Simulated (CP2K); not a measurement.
Silyloxirane has these distinct C atoms: C2 (bonded to C, O, Si and H) and C3 (bonded to C, O and 2 H).

```xyz
10

Si    1.4282   -0.1403   -0.1423
C    -0.2671    0.5594    0.2529
C    -1.4976   -0.2537    0.0966
O    -1.1551    0.7207   -0.9072
H     1.2586   -1.2748   -1.0913
H     2.0811   -0.6182    1.1116
H     2.2871    0.9100   -0.7577
H    -0.3393    1.3966    0.9581
H    -1.4221   -1.2979   -0.2216
H    -2.3737   -0.0021    0.7010
```

Their partial C K spectra (CP2K XAS_TDP, all-electron GAPW, PBEh(45%), aug-pc-1, TDA, GW2X-corrected core level, no relativity) are given in random order, each times the number of alike atoms.

Gaussian full width 0.5 eV, oscillator strength per eV, alike atoms added, rows of zeros left out:

```tsv
E (eV)	curve 1	curve 2
288.75	0.004	0.000
289.00	0.035	0.000
289.25	0.078	0.000
289.50	0.045	0.000
289.75	0.007	0.000
290.00	0.001	0.009
290.25	0.008	0.055
290.50	0.021	0.089
290.75	0.045	0.037
291.00	0.068	0.008
291.25	0.040	0.023
291.50	0.013	0.048
291.75	0.004	0.056
292.00	0.003	0.033
292.25	0.008	0.010
292.50	0.014	0.004
292.75	0.018	0.003
293.00	0.026	0.004
293.25	0.026	0.011
293.50	0.025	0.020
293.75	0.023	0.036
294.00	0.017	0.037
294.25	0.010	0.016
294.50	0.010	0.012
294.75	0.009	0.016
295.00	0.008	0.017
295.25	0.014	0.017
295.50	0.021	0.021
295.75	0.029	0.015
296.00	0.037	0.006
```

Question: Which curve belongs to which atom?

Curve 1: C2 (bonded to C, O, Si and H), leading line at 289.27 eV (f = 0.042 an atom), ionisation energy 292.62 eV, term value 3.35 eV. Curve 2: C3 (bonded to C, O and 2 H), leading line at 290.46 eV (f = 0.049 an atom), ionisation energy 293.39 eV, term value 2.93 eV. The leading line of an atom is its first one with 35 % of the strongest within 2.5 eV of its lowest line over the strength cut. A line lies at the core ionisation energy, which rises as an atom loses charge to its neighbours or to a π system, less the term value, which is large for a low π* or σ* orbital with weight on that atom.

[Banner, clock and machine lines of the logs are left out without a mark of their own.]

[Logs are printed without paths, hosts, clocks, repeated set-up lines and the standing remarks that a program may print on its own settings, such as how far it seeks lower states.]

[Hosts, paths, dates, database ids (printed as entryN), source tags and the programs' standing remarks are cut or masked in the printed files.]
